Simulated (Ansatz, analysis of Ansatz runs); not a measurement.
## N-H pair in ZnO: local vibrational mode against experiment

Aim: the local vibrational mode of the N-H pair in ZnO, to be set beside the measurement. Set-up: PBE, 72-site cell, measured lattice, 420 eV, k: the single point 1/4 1/4 1/4. The model is a cell of 72 host atoms with N put on another atom's site and H put in between. The frequencies come from force constants among the defect atom and its neighbours, with the masses of the isotopes named. The measured lattice removes the functional's error in the volume.

What was measured. N-H stretch, 1H: 3150.6 cm⁻¹, by FTIR absorption (quoted in “Hydrogen-related defects in hydrothermally grown ZnO studied by Fourier Transform Infrared Spectroscopy”, 2010, Halvard Haug, quoting earlier work (2007)). N-D stretch, 2H: 2339.7 cm⁻¹, by FTIR absorption (quoted in “Hydrogen-related defects in hydrothermally grown ZnO studied by Fourier Transform Infrared Spectroscopy”, 2010, Halvard Haug, quoting earlier work (2007)). The calculation is set beside it at the end.

Program: Ansatz 0.2.0. Level of theory: plane-wave PAW DFT, PBE; relaxation of all atoms of a defect supercell. Results are calculated unless marked as measured.

## Step 1: The structure

The cell holds 73 atoms: 36 Zn, 35 O, 1 N and 1 H. Its edges and angles: a = 9.748 Å, b = 9.748 Å, c = 10.411 Å, α = 90.0°, β = 90.0°, γ = 120.0°. It derives from ZnO (space group P6_3mc). Nearest the centre at fractional (0.502, 0.584, 0.424): H73 at 0.51 Å, N36 at 0.52 Å, Zn46 at 1.86 Å, Zn38 at 1.86 Å, Zn33 at 1.88 Å, Zn14 at 2.49 Å, O68 at 2.84 Å, O60 at 2.84 Å.

The host's primitive cell comes from a first run (plane-wave PAW DFT, PBE; relaxation of the host's atoms at the measured cell): vectors of 3.249, 3.249 and 5.206 Å. That is 11.90 Å³ an atom. The supercell is built on it.

## Step 2: Relaxation, charge 0

Every later number rests on the structure around the defect, so the atoms are relaxed at the host's lattice first.

Input file relax/input.yaml:

```yaml
relax:
  f_tol: 0.01
  max_steps: 80
  random_displacement: { amplitude: 0.02, seed: 428 }
crystal:
  lattice:
    - [9.74792405, 0.0, 0.0]
    - [-4.87396202, 8.44194986, 0.0]
    - [0.0, 0.0, 10.411418]
  atoms:
    - { symbol: Zn, position: [0.111111111, 0.222222222, 0.249510893] }
    - { symbol: Zn, position: [0.222222222, 0.111111111, -0.000489107] }
    - { symbol: O, position: [0.222222222, 0.111111111, 0.189994107] }
    - { symbol: O, position: [0.111111111, 0.222222222, 0.439994107] }
    - { symbol: Zn, position: [0.111111111, 0.222222222, 0.749510893] }
    - { symbol: Zn, position: [0.222222222, 0.111111111, 0.499510893] }
    - { symbol: O, position: [0.222222222, 0.111111111, 0.689994107] }
    - { symbol: O, position: [0.111111111, 0.222222222, 0.939994107] }
    - { symbol: Zn, position: [0.111111111, 0.555555556, 0.249510893] }
    - { symbol: Zn, position: [0.222222222, 0.444444444, -0.000489107] }
    - { symbol: O, position: [0.222222222, 0.444444444, 0.189994107] }
    - { symbol: O, position: [0.111111111, 0.555555556, 0.439994107] }
    - { symbol: Zn, position: [0.111111111, 0.555555556, 0.749510893] }
    - { symbol: Zn, position: [0.222222222, 0.444444444, 0.499510893] }
    - { symbol: O, position: [0.222222222, 0.444444444, 0.689994107] }
    - { symbol: O, position: [0.111111111, 0.555555556, 0.939994107] }
    - { symbol: Zn, position: [0.111111111, 0.888888889, 0.249510893] }
    - { symbol: Zn, position: [0.222222222, 0.777777778, -0.000489107] }
    - { symbol: O, position: [0.222222222, 0.777777778, 0.189994107] }
    - { symbol: O, position: [0.111111111, 0.888888889, 0.439994107] }
    - { symbol: Zn, position: [0.111111111, 0.888888889, 0.749510893] }
    - { symbol: Zn, position: [0.222222222, 0.777777778, 0.499510893] }
    - { symbol: O, position: [0.222222222, 0.777777778, 0.689994107] }
    - { symbol: O, position: [0.111111111, 0.888888889, 0.939994107] }
    - { symbol: Zn, position: [0.444444444, 0.222222222, 0.249510893] }
    - { symbol: Zn, position: [0.555555556, 0.111111111, -0.000489107] }
    - { symbol: O, position: [0.555555556, 0.111111111, 0.189994107] }
    - { symbol: O, position: [0.444444444, 0.222222222, 0.439994107] }
    - { symbol: Zn, position: [0.444444444, 0.222222222, 0.749510893] }
    - { symbol: Zn, position: [0.555555556, 0.111111111, 0.499510893] }
    - { symbol: O, position: [0.555555556, 0.111111111, 0.689994107] }
    - { symbol: O, position: [0.444444444, 0.222222222, 0.939994107] }
    - { symbol: Zn, position: [0.444444444, 0.555555556, 0.249510893] }
    - { symbol: Zn, position: [0.555555556, 0.444444444, -0.000489107] }
    - { symbol: O, position: [0.555555556, 0.444444444, 0.189994107] }
    - { symbol: "N", position: [0.444444444, 0.555555556, 0.439994107] }
    - { symbol: Zn, position: [0.444444444, 0.555555556, 0.749510893] }
    - { symbol: Zn, position: [0.555555556, 0.444444444, 0.499510893] }
    - { symbol: O, position: [0.555555556, 0.444444444, 0.689994107] }
    - { symbol: O, position: [0.444444444, 0.555555556, 0.939994107] }
    - { symbol: Zn, position: [0.444444444, 0.888888889, 0.249510893] }
    - { symbol: Zn, position: [0.555555556, 0.777777778, -0.000489107] }
    - { symbol: O, position: [0.555555556, 0.777777778, 0.189994107] }
    - { symbol: O, position: [0.444444444, 0.888888889, 0.439994107] }
    - { symbol: Zn, position: [0.444444444, 0.888888889, 0.749510893] }
    - { symbol: Zn, position: [0.555555556, 0.777777778, 0.499510893] }
    - { symbol: O, position: [0.555555556, 0.777777778, 0.689994107] }
    - { symbol: O, position: [0.444444444, 0.888888889, 0.939994107] }
    - { symbol: Zn, position: [0.777777778, 0.222222222, 0.249510893] }
    - { symbol: Zn, position: [0.888888889, 0.111111111, -0.000489107] }
    - { symbol: O, position: [0.888888889, 0.111111111, 0.189994107] }
    - { symbol: O, position: [0.777777778, 0.222222222, 0.439994107] }
    - { symbol: Zn, position: [0.777777778, 0.222222222, 0.749510893] }
    - { symbol: Zn, position: [0.888888889, 0.111111111, 0.499510893] }
    - { symbol: O, position: [0.888888889, 0.111111111, 0.689994107] }
    - { symbol: O, position: [0.777777778, 0.222222222, 0.939994107] }
    - { symbol: Zn, position: [0.777777778, 0.555555556, 0.249510893] }
    - { symbol: Zn, position: [0.888888889, 0.444444444, -0.000489107] }
    - { symbol: O, position: [0.888888889, 0.444444444, 0.189994107] }
    - { symbol: O, position: [0.777777778, 0.555555556, 0.439994107] }
    - { symbol: Zn, position: [0.777777778, 0.555555556, 0.749510893] }
    - { symbol: Zn, position: [0.888888889, 0.444444444, 0.499510893] }
    - { symbol: O, position: [0.888888889, 0.444444444, 0.689994107] }
    - { symbol: O, position: [0.777777778, 0.555555556, 0.939994107] }
    - { symbol: Zn, position: [0.777777778, 0.888888889, 0.249510893] }
    - { symbol: Zn, position: [0.888888889, 0.777777778, -0.000489107] }
    - { symbol: O, position: [0.888888889, 0.777777778, 0.189994107] }
    - { symbol: O, position: [0.777777778, 0.888888889, 0.439994107] }
    - { symbol: Zn, position: [0.777777778, 0.888888889, 0.749510893] }
    - { symbol: Zn, position: [0.888888889, 0.777777778, 0.499510893] }
    - { symbol: O, position: [0.888888889, 0.777777778, 0.689994107] }
    - { symbol: O, position: [0.777777778, 0.888888889, 0.939994107] }
    - { symbol: H, position: [0.560109001, 0.613387999, 0.408507107] }
basis:
  ecutwfc: 420
  xc_grid: 2
hamiltonian:
  xc: pbe
kpoints:
  mp_grid: { grid: [1, 1, 1], shift: [0.25, 0.25, 0.25] }
scf:
  occupations: { method: fermi_dirac, width: 0.01 }
  max_iter: 120
output:
  forces: true
checkpoint:
  write: "../relax.run"
  compress: false
  write_wavefunctions: true
  write_every: 100000
```

The run is started by

```bash
$ ansatz run input.yaml --threads 2 --pin off --max-ram 4710MiB --backend cpu --events-out ev --progress --plain --runs-dir out
```

Numbers of over 12 decimals in the logs are rounded to 6 here.

Log:

```text
[... repeated set-up lines and file paths are left out, and long positions are rounded to six places ...]
Engine: ansatz 0.2.0, aarch64-unknown-linux-gnu
Pseudopotentials: kind: paw
Pseudopotential: Zn, paw, valence charge 12, recommended cutoff 420 eV (normal), Zn.paw.azcp
Pseudopotential: O, paw, valence charge 6, recommended cutoff 420 eV (normal), O.paw.azcp
Pseudopotential: N, paw, valence charge 5, recommended cutoff 420 eV (normal), N.paw.azcp
Pseudopotential: H, paw, valence charge 1, recommended cutoff 420 eV (normal), H.paw.azcp
Functional definition: PBE
  parameter kappa = 0.804
  parameter beta = 0.066725
  exchange = pbe_x(kappa = kappa, mu = beta*pi^2/3)
  correlation = pbe_c(beta = beta)
Crystal: 73 atoms, lattice volume = 856.771 Å³
Basis set: ecut = 420 eV, 16751 PW (Γ), exchange–correlation on 144×144×144 points (8 copies of the dense FFT grid, shifted against one another)
Bands: 397, of which v1, the nominal top of the filled ones, is band 324 counted from 1 (323 counted from 0)
Symmetry: 1 space group operations
k-points: 1
Non-local potential: Zn, projectors of the file, l = 0: 2, l = 1: 2, l = 2: 3, l = 3: 1
Non-local potential: O, projectors of the file, l = 0: 2, l = 1: 2, l = 2: 1
Non-local potential: N, projectors of the file, l = 0: 2, l = 1: 2, l = 2: 1
Non-local potential: H, projectors of the file, l = 0: 2, l = 1: 1
PAW form: soft (Blöchl's): semilocal exchange-correlation on the pseudo side does not see the compensation charge
PAW one-centre angular grid: Zn, 590 points (default); XC on 64 Gauss nodes
PAW one-centre angular grid: O, 110 points (default); XC on 64 Gauss nodes
PAW one-centre angular grid: N, 110 points (default); XC on 64 Gauss nodes
PAW one-centre angular grid: H, 110 points (default); XC on 64 Gauss nodes
Initial density: superposition of atomic densities (neutral atoms: chi_scale 0, normalization atom), corrected by the library's trained network
Initial wavefunctions: pseudopotential atomic-orbital guess
Functional: x = pbe(κ = 0.804, μ = 0.219515), c = pbe(β = 0.066725)
SCF iter   1: F=—  HF=-139757.673238 eV  |F-HF|=—  |Δ(HF+E_count)|=         —  Δρ=1.85e-3  dr2=1.68e-2  ethr=1.77e-3  ⟨swp⟩=6.0  Hψ=1640  notcnv=0  defer=2
preconditioner: auto → Resta (q_TF=auto, 2.604 Å⁻¹)  ε∞=7.5  [insulator: Δε(μ)=2.349 eV  Ē_g=12.706 eV  σ=0.010 eV  W_gap=1.00  n_scr=242 (ndim 8)  ℏωp=32.3 eV  f_vac=0.035  D(μ)=0.00/eV (n_scr^D=0)  ε∞_Penn≈7.5]
SCF iter   2: F=—  HF=-139757.676884 eV  |F-HF|=—  |Δ(HF+E_count)|=   3.65e-3  Δρ=8.88e-4  dr2=3.02e-3  ethr=2.59e-6  ⟨swp⟩=2.0  Hψ=787  notcnv=0  defer=67
SCF iter   3: F=—  HF=-139757.678733 eV  |F-HF|=—  |Δ(HF+E_count)|=   1.85e-3  Δρ=3.83e-4  dr2=1.03e-3  ethr=4.65e-7  ⟨swp⟩=2.0  Hψ=625  notcnv=0  defer=67
SCF iter   4: F=—  HF=-139757.679196 eV  |F-HF|=—  |Δ(HF+E_count)|=   4.63e-4  Δρ=1.15e-4  dr2=1.30e-4  ethr=1.58e-7  ⟨swp⟩=2.0  Hψ=619  notcnv=0  defer=67
SCF iter   5: F=—  HF=-139757.679220 eV  |F-HF|=—  |Δ(HF+E_count)|=   2.47e-5  Δρ=5.53e-5  dr2=3.68e-5  ethr=2.00e-8  ⟨swp⟩=2.0  Hψ=619  notcnv=0  defer=67
SCF iter   6: F=—  HF=-139757.679236 eV  |F-HF|=—  |Δ(HF+E_count)|=   1.54e-5  Δρ=3.79e-5  dr2=1.22e-5  ethr=5.68e-9  ⟨swp⟩=2.0  Hψ=654  notcnv=0  defer=67
SCF iter   7: F=-139757.679234 eV  HF=-139757.679234 eV  |F-HF|=2.58e-8  |Δ(HF+E_count)|=   1.84e-6  Δρ=1.10e-5  dr2=9.61e-7  ethr=3.86e-10  ⟨swp⟩=3.0  Hψ=1580  notcnv=0
SCF 1 converged in 7 iterations: F = -139757.679234 eV  dr2 = 9.61e-7
  greatest PAW one-centre occupation: 0.987 electrons in one spin orbital (limit 2), on the Zn atom at site 28 (counted from 0), in its partial waves of l = 2
relax step   1: F+E_penalty+E_count = -139757.67923380 eV  Δ(F+E_penalty+E_count) = +0.000e0 eV  max|allowed force component| = 8.720e-1 eV/Å  Δτ_max = 0.0000 Å  (7 SCF iters, dr2 threshold 2.50e-6 eV, accepted)
[... the SCF cycles and remarks between the steps are left out from here to the last step ...]
relax step   2: F+E_penalty+E_count = -139758.00276393 eV  Δ(F+E_penalty+E_count) = -3.235e-1 eV  max|allowed force component| = 5.513e-1 eV/Å  Δτ_max = 0.0811 Å  (6 SCF iters, dr2 threshold 4.75e-5 eV, accepted)
relax step   3: F+E_penalty+E_count = -139758.18867173 eV  Δ(F+E_penalty+E_count) = -1.859e-1 eV  max|allowed force component| = 7.765e-1 eV/Å  Δτ_max = 0.1384 Å  (7 SCF iters, dr2 threshold 1.90e-5 eV, accepted)
relax step   4: F+E_penalty+E_count = -139758.20172389 eV  Δ(F+E_penalty+E_count) = -1.305e-2 eV  max|allowed force component| = 6.198e-2 eV/Å  Δτ_max = 0.0196 Å  (4 SCF iters, dr2 threshold 1.00e-4 eV, accepted)
relax step   5: F+E_penalty+E_count = -139758.20172949 eV  Δ(F+E_penalty+E_count) = -5.604e-6 eV  max|allowed force component| = 6.200e-2 eV/Å  Δτ_max = 0.0000 Å  (5 SCF iters, accepted)
relax step   6: F+E_penalty+E_count = -139758.20245813 eV  Δ(F+E_penalty+E_count) = -7.286e-4 eV  max|allowed force component| = 9.157e-2 eV/Å  Δτ_max = 0.0251 Å  (7 SCF iters, dr2 threshold 2.40e-7 eV, accepted)
relax step   7: F+E_penalty+E_count = -139758.20293180 eV  Δ(F+E_penalty+E_count) = -4.737e-4 eV  max|allowed force component| = 1.346e-2 eV/Å  Δτ_max = 0.0075 Å  (4 SCF iters, dr2 threshold 8.39e-6 eV, accepted)
relax step   8: F+E_penalty+E_count = -139758.20293261 eV  Δ(F+E_penalty+E_count) = -8.103e-7 eV  max|allowed force component| = 1.388e-2 eV/Å  Δτ_max = 0.0000 Å  (4 SCF iters, accepted)
SCF iter   1: F=—  HF=-139758.203075 eV  |F-HF|=—  |Δ(HF+E_count)|=         —  Δρ=1.50e-4  dr2=7.93e-5  ethr=1.71e-7  ⟨swp⟩=4.0  Hψ=976  notcnv=0  defer=67
SCF iter   2: F=—  HF=-139758.203036 eV  |F-HF|=—  |Δ(HF+E_count)|=   3.88e-5  Δρ=7.76e-5  dr2=2.11e-5  ethr=1.22e-8  ⟨swp⟩=2.0  Hψ=745  notcnv=0  defer=67
SCF iter   3: F=—  HF=-139758.203032 eV  |F-HF|=—  |Δ(HF+E_count)|=   4.41e-6  Δρ=1.55e-5  dr2=1.60e-6  ethr=3.26e-9  ⟨swp⟩=3.0  Hψ=620  notcnv=0  defer=67
SCF iter   4: F=—  HF=-139758.203032 eV  |F-HF|=—  |Δ(HF+E_count)|=   1.74e-7  Δρ=6.49e-6  dr2=3.11e-7  ethr=2.46e-10  ⟨swp⟩=2.0  Hψ=654  notcnv=0  defer=67
SCF iter   5: F=-139758.203032 eV  HF=-139758.203032 eV  |F-HF|=4.62e-8  |Δ(HF+E_count)|=   1.07e-8  Δρ=2.87e-6  dr2=7.66e-8  ethr=1.54e-11  ⟨swp⟩=5.0  Hψ=1367  notcnv=0
SCF 9 converged in 5 iterations: F = -139758.203032 eV  dr2 = 7.66e-8
relax step   9: F+E_penalty+E_count = -139758.20303158 eV  Δ(F+E_penalty+E_count) = -9.896e-5 eV  max|allowed force component| = 7.675e-3 eV/Å  Δτ_max = 0.0045 Å  (5 SCF iters, accepted)
NSCF: frozen V_eff on 1 k-points
the band table was solved once a step of the walk had ended and its energy, with any forces and stress, was formed, with the checks that follow a solve (1366 applications of the Hamiltonian). They found nothing against the state; [...]
SCF converged after 5 iterations
Free energy (F): -139758.203032 eV
Harris-Foulkes:  -139758.203032 eV  (|F-HF|=4.62e-8)
Internal energy: -139758.203032 eV  (E = F + TS)
E sigma→0 (E₀):  -139758.203032 eV
Fermi energy:    8.318327 eV
--- Per-component energies (eV) ---
  E_band       = 1198.041113
  E_kinetic    = 10986.729853
  E_local      = -71885.246400  (includes V_loc(G=0)·N_el)
  E_nonlocal   = 24032.417601
  E_hartree    = 29543.615636
  E_xc         = -7558.172361
  E_vxc        = -5216.255765  (∫ρ·V_xc dr)
  E_paw        = -71614.963256  (= ΣΔE_a)
  E_vpaw       = -15806.892965  (= ΣTr[D̂ρ^β])
  E_aug_tail   = 0.072256  (compensation charges beyond the density's cutoff)
  E_ewald      = -53262.656361
  E_smearing   = -0.000000  (= −TS)
  E_closure    = -0.000000  (closes the sum)
  Σ components = -139758.203032   (vs F -139758.203032, Δ=0.00e0)
--- Forces (eV/Å), atoms counted from 1 ---
  atom   1  Zn    -0.00102429     0.00057348     0.00041232
  atom   2  Zn     0.00156776    -0.00023264    -0.00010843
  [... 11 atoms left out ...]
  atom  14  Zn    -0.00029764    -0.00024964    -0.00132018
  [... 18 atoms left out ...]
  atom  33  Zn    -0.00203379     0.00165758    -0.00767542
  [... 1 atom left out ...]
  atom  35  O      0.00114044    -0.00029930     0.00040063
  atom  36  N      0.00129753     0.00195410     0.00201221
  [... 1 atom left out ...]
  atom  38  Zn     0.00558261     0.00118943     0.00226714
  [... 4 atoms left out ...]
  atom  43  O      0.00024388    -0.00118985     0.00076282
  [... 2 atoms left out ...]
  atom  46  Zn     0.00591011     0.00151945    -0.00146638
  [... 13 atoms left out ...]
  atom  60  O     -0.00236239    -0.00011913     0.00178247
  [... 7 atoms left out ...]
  atom  68  O     -0.00189728    -0.00126533     0.00203311
  [... 4 atoms left out ...]
  atom  73  H     -0.00278978    -0.00285938     0.00047043
  max |Σ_I F_I| component: 6.23e-5 eV/Å
--- Band table (eV) ---
  k-point 0: bands = ["-10.6939", "-10.5761", "-10.5549", "-10.5155", [... 389 left out ...] "17.3377", "17.3694", "17.3926", "17.4361"]
--- Relaxed structure (9 steps of the walk, 9 accepted, 0 SCFs on fresh bases) ---
  F+E_penalty+E_count = -139758.20303158 eV   max|allowed force component| = 7.675e-3 eV/Å
  atoms:
    - { symbol: Zn, position: [0.107141, 0.218805, 0.249125] }
    - { symbol: Zn, position: [0.220498, 0.109706, -0.000221] }
    [... 11 atoms left out ...]
    - { symbol: Zn, position: [0.238734, 0.451430, 0.492603] }
    [... 18 atoms left out ...]
    - { symbol: Zn, position: [0.429628, 0.549400, 0.241315] }
    [... 1 atom left out ...]
    - { symbol: O, position: [0.551055, 0.443324, 0.188223] }
    - { symbol: N, position: [0.467686, 0.567615, 0.435853] }
    [... 1 atom left out ...]
    - { symbol: Zn, position: [0.550717, 0.431433, 0.509375] }
    [... 4 atoms left out ...]
    - { symbol: O, position: [0.551393, 0.776007, 0.187616] }
    [... 2 atoms left out ...]
    - { symbol: Zn, position: [0.551699, 0.785576, 0.508367] }
    [... 13 atoms left out ...]
    - { symbol: O, position: [0.775867, 0.551374, 0.441990] }
    [... 7 atoms left out ...]
    - { symbol: O, position: [0.776776, 0.890391, 0.441568] }
    [... 4 atoms left out ...]
    - { symbol: H, position: [0.580247, 0.620361, 0.396241] }
```

The job ended after 5.5 min (2 threads of Arm Neoverse V1, shared host; peak memory 2.2 GiB; 11 min of CPU time).

The steps of the relaxation:

```csv
step,energy less that of the first step (eV),largest force component (eV/Å)
1,0.0000,0.8720
2,-0.3235,0.5513
3,-0.5094,0.7765
4,-0.5225,0.0620
5,-0.5225,0.0620
6,-0.5232,0.0916
7,-0.5237,0.0135
8,-0.5237,0.0139
9,-0.5238,0.0077
```

The atoms that moved most (Å, from the sites as typed, ahead of the random displacement):

```
atom      dx      dy      dz  length
 H73   0.161   0.059  -0.127   0.214
 N36   0.167   0.102  -0.042   0.200
Zn14   0.126   0.060  -0.071   0.156
Zn33  -0.115  -0.051  -0.085   0.152
Zn38   0.015  -0.109   0.103   0.151
Zn46  -0.077   0.066   0.093   0.138
 O11  -0.087  -0.047  -0.053   0.112
 O39   0.026  -0.019   0.080   0.086
```

Neighbours of the ideal centre at the end:

```
atom  distance (Å)
 N36         0.316
 H73         0.721
Zn46         1.974
Zn38         1.985
Zn33         2.001
Zn14         2.336
 O68         2.847
 O60         2.848
```

Neighbours of the added atoms: H73: N36 1.04, Zn33 2.05, Zn38 2.08 Å.

Read from the output:

* free energy: -139758.2030 eV

The relaxation ends 7.2 meV an atom lower than the displaced start, with a largest force component of 0.0077 eV/Å.

[end of part 1 of 2]

[Logs are printed without paths, hosts, clocks, repeated set-up lines and the standing remarks that a program may print on its own settings, such as how far it seeks lower states.]

[Hosts, paths, dates, database ids (printed as entryN), source tags and the programs' standing remarks are cut or masked in the printed files.]

[For some hosts the program warned that the k-mesh of the response run may be too coarse for force constants and the static dielectric constant; such warnings are not shown here.]
